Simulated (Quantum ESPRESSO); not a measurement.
# Magnetic state of MnS (Alabandite) from several starts

Wanted: the moments of MnS (Alabandite) and the energy of each order that was tried.

Calculated with Quantum ESPRESSO 7.5; PBEsol with U = 4 eV on Mn d (ortho-atomic projectors); plane waves with GBRV 1.5 PBEsol potentials, no spin-orbit coupling.

Most raw output is cut from this account.

**1. The starting structure**

The structure is cubic, space group Fm-3m (No. 225). The conventional cell has a = 5.224 Å, b = 5.224 Å, c = 5.224 Å, α = 90.00°, β = 90.00°, γ = 90.00°. Nearest to Mn lie 6 S at 2.61 Å. Nearest to S lie 6 Mn at 2.61 Å. Farther neighbours and most contacts between anions are not listed.

The cell comes from the Crystallography Open Database.

**2. Start 1: ferro +**

The signs are those of the starting moments on the seeded atoms, the atoms that are given a moment.

File pw.in:

```
&CONTROL
  calculation = 'scf'
  prefix = 'pwscf'
  outdir = './tmp'
  pseudo_dir = './pseudo'
  disk_io = 'nowf'
/
&SYSTEM
  ibrav = 0
  celldm(1) = 8
  nat = 2
  ntyp = 2
  ecutwfc = 40
  ecutrho = 280
  nbnd = 19
  occupations = 'smearing'
  smearing = 'fd'
  degauss = 0.00734986
  nspin = 2
  starting_magnetization(1) = 0.3
  starting_magnetization(2) = 0
/
&ELECTRONS
  conv_thr = 4d-09
  electron_maxstep = 150
  mixing_beta = 0.3
/
ATOMIC_SPECIES
Mn     54.9380 mn_pbesol_v1.5.uspp.F.UPF
S      32.0600 s_pbesol_v1.4.uspp.F.UPF
CELL_PARAMETERS alat
   0.0000000000000    0.6169483365372    0.6169483365372
   0.6169483365372    0.0000000000000    0.6169483365372
   0.6169483365372    0.6169483365372    0.0000000000000
ATOMIC_POSITIONS crystal
Mn      0.0000000000    0.0000000000    0.0000000000
S       0.5000000000    0.5000000000    0.5000000000
K_POINTS automatic
10 10 10 0 0 0
HUBBARD {ortho-atomic}
U Mn-3d 4.0000
```

Command:

```
$ OMP_NUM_THREADS=1 mpirun -n 4 pw.x -nk 4 -in pw.in > pw.out
```

Elapsed: 8.9 s, on 4 MPI ranks of Arm Neoverse V2, shared host; peak memory 0.33 GiB; 35 s of CPU time.

Spin moment in the atom's sphere by atom:

```
atom  spin moment in the atom's sphere (μB)
 Mn1                                   4.51
  S2                                   0.11
```

Read from the output:

| Item | Value |
| --- | --- |
| smearing term TS | 3.69e-4 eV |
| magnetization | 5 μB |
| absolute magnetization | 5 μB |
| final state | ferromagnetic |

**3. Run 2, typed as antiferro q=(0,1/2,1/2) +−**

The cell is doubled to 4 atoms to hold this order. The wavevector q is in fractions of the reciprocal vectors of the crystal's primitive cell, as the cells of these inputs are built from it; moments change sign between cells as cos(2π q·R).

File pw.in:

```
&CONTROL
  calculation = 'scf'
  prefix = 'pwscf'
  outdir = './tmp'
  pseudo_dir = './pseudo'
  disk_io = 'nowf'
/
&SYSTEM
  ibrav = 0
  celldm(1) = 8
  nat = 4
  ntyp = 3
  ecutwfc = 40
  ecutrho = 280
  nbnd = 30
  occupations = 'smearing'
  smearing = 'fd'
  degauss = 0.00734986
  nspin = 2
  starting_magnetization(1) = 0.3
  starting_magnetization(2) = -0.3
  starting_magnetization(3) = 0
/
&ELECTRONS
  conv_thr = 8d-09
  electron_maxstep = 150
  mixing_beta = 0.3
/
ATOMIC_SPECIES
Mn1    54.9380 mn_pbesol_v1.5.uspp.F.UPF
Mn2    54.9380 mn_pbesol_v1.5.uspp.F.UPF
S      32.0600 s_pbesol_v1.4.uspp.F.UPF
CELL_PARAMETERS alat
   0.0000000000000    0.6169483365372    0.6169483365372
   1.2338966730744    0.0000000000000    1.2338966730744
   1.2338966730744    0.6169483365372    0.6169483365372
ATOMIC_POSITIONS crystal
Mn1     0.0000000000    0.0000000000    0.0000000000
Mn2     0.0000000000    0.5000000000    0.0000000000
S       0.5000000000    0.0000000000    0.5000000000
S       0.5000000000    0.5000000000    0.5000000000
K_POINTS automatic
10 5 10 0 0 0
HUBBARD {ortho-atomic}
U Mn1-3d 4.0000
U Mn2-3d 4.0000
```

Elapsed: 67 s, on 4 MPI ranks; peak memory 0.68 GiB; 4.4 min of CPU time.

Spin moment in the atom's sphere by atom:

```
atom  spin moment in the atom's sphere (μB)
 Mn1                                   4.48
 Mn2                                  -4.48
  S3                                  -0.04
  S4                                   0.04
```

Read from the output:

- smearing term TS: 3.65e-4 eV
- magnetization: 0 μB
- absolute magnetization: 9.72 μB
- final state: antiferromagnetic

**4. Start 3: antiferro q=(0,0,1/2) +−**

This order needs a doubled cell of 4 atoms.

Edit pw.in of step 3 so:

```diff
@@ -34,11 +34,11 @@
    0.0000000000000    0.6169483365372    0.6169483365372
-   1.2338966730744    0.0000000000000    1.2338966730744
-   1.2338966730744    0.6169483365372    0.6169483365372
+   0.6169483365372    0.0000000000000    0.6169483365372
+   1.2338966730744    1.2338966730744    0.0000000000000
 ATOMIC_POSITIONS crystal
 Mn1     0.0000000000    0.0000000000    0.0000000000
-Mn2     0.0000000000    0.5000000000    0.0000000000
-S       0.5000000000    0.0000000000    0.5000000000
-S       0.5000000000    0.5000000000    0.5000000000
+Mn2     0.0000000000    0.0000000000    0.5000000000
+S       0.5000000000    0.5000000000    0.2500000000
+S       0.5000000000    0.5000000000    0.7500000000
 K_POINTS automatic
-10 5 10 0 0 0
+10 10 5 0 0 0
 HUBBARD {ortho-atomic}
```

Run time: 47 s. Hardware: 4 MPI ranks; peak memory 0.56 GiB.

Spin moment in the atom's sphere by atom:

```
atom  spin moment in the atom's sphere (μB)
 Mn1                                   4.43
 Mn2                                  -4.43
  S3                                   0.00
  S4                                   0.00
```

This step gave:

```yaml
smearing_term_ts: 1.49e-6 eV
magnetization: 0 μB
absolute_magnetization: 9.471 μB
final_state: antiferromagnetic
```

**5. Run 4, typed as antiferro q=(0,1/2,1/2) +−**

The cell is doubled to 4 atoms to hold this order.

Edit pw.in of step 4 so:

```diff
@@ -34,11 +34,11 @@
    0.0000000000000    0.6169483365372    0.6169483365372
-   0.6169483365372    0.0000000000000    0.6169483365372
-   1.2338966730744    1.2338966730744    0.0000000000000
+   1.2338966730744    0.0000000000000    1.2338966730744
+   1.2338966730744    0.6169483365372    0.6169483365372
 ATOMIC_POSITIONS crystal
 Mn1     0.0000000000    0.0000000000    0.0000000000
-Mn2     0.0000000000    0.0000000000    0.5000000000
-S       0.5000000000    0.5000000000    0.2500000000
-S       0.5000000000    0.5000000000    0.7500000000
+Mn2     0.0000000000    0.5000000000    0.0000000000
+S       0.5000000000    0.0000000000    0.5000000000
+S       0.5000000000    0.5000000000    0.5000000000
 K_POINTS automatic
-10 10 5 0 0 0
+10 5 10 0 0 0
 HUBBARD {ortho-atomic}
```

It took 68 s on 4 MPI ranks; peak memory 0.68 GiB.

Numbers from this step:

```
smearing term TS       : 3.65e-4 eV
magnetization          : 0 μB
absolute magnetization : 9.72 μB
final state            : antiferromagnetic
largest moment         : 4.483 μB
```

**6. Energies of the orders**

An order is kept where moments of 0.15 μB or more survive with the typed signs; meshes match where a doubled cell samples the same k points as the first cell.

Orders:

```
                     start        final state  typed order kept  energy over the lowest (meV a seeded atom)  largest site moment (μB)  net moment (μB a cell of the first run)  mesh matched  CPU time (s)
                   ferro +      ferromagnetic               yes                                       47.55                     4.505                                        5           yes         35.08
antiferro q=(0,1/2,1/2) +-  antiferromagnetic               yes                                       31.29                     4.483                                        0           yes         266.6
  antiferro q=(0,0,1/2) +-  antiferromagnetic               yes                                           0                     4.426                                        0           yes         186.8
antiferro q=(0,1/2,1/2) +-  antiferromagnetic               yes                                       31.29                     4.483                                        0           yes         270.9
```

**7. Occupations of the corrected shells in the lowest state**

Occupations of the Hubbard shells:

```
block  type  shell  spin  electrons             occupation numbers
    1   Mn1     3d    up      4.966  0.990 0.990 0.995 0.995 0.995
    1   Mn1     3d  down      0.299  0.022 0.022 0.023 0.116 0.116
    2   Mn2     3d    up      0.299  0.022 0.022 0.023 0.116 0.116
    2   Mn2     3d  down      4.966  0.990 0.990 0.995 0.995 0.995
```

**8. Summary of results**

```yaml
lowest_state_found: antiferromagnetic (from antiferro q=(0,0,1/2) +-)
largest_site_moment: 4.43 μB
next_state_with_moments: antiferromagnetic, 31.3 meV a seeded atom higher
```

In words: This is the lowest of 4 collinear or spinless starts, no proof of the ground state. Energies are free energies at an electronic temperature of 1160 K, which lowers moments and differences where the moments are itinerant.

[Logs and program files are shortened in this print: banners, set-up blocks, solver, clock and traceback lines can be left out without a mark of their own.]

[Logs are printed without paths, hosts, clocks, repeated set-up lines and the standing remarks that a program may print on its own settings, such as how far it seeks lower states.]

[Hosts, paths, dates, database ids (printed as entryN), source tags and the programs' standing remarks are cut or masked in the printed files.]

[Where a cell is said to come from a database of computed structures, the database is the Materials Project.]
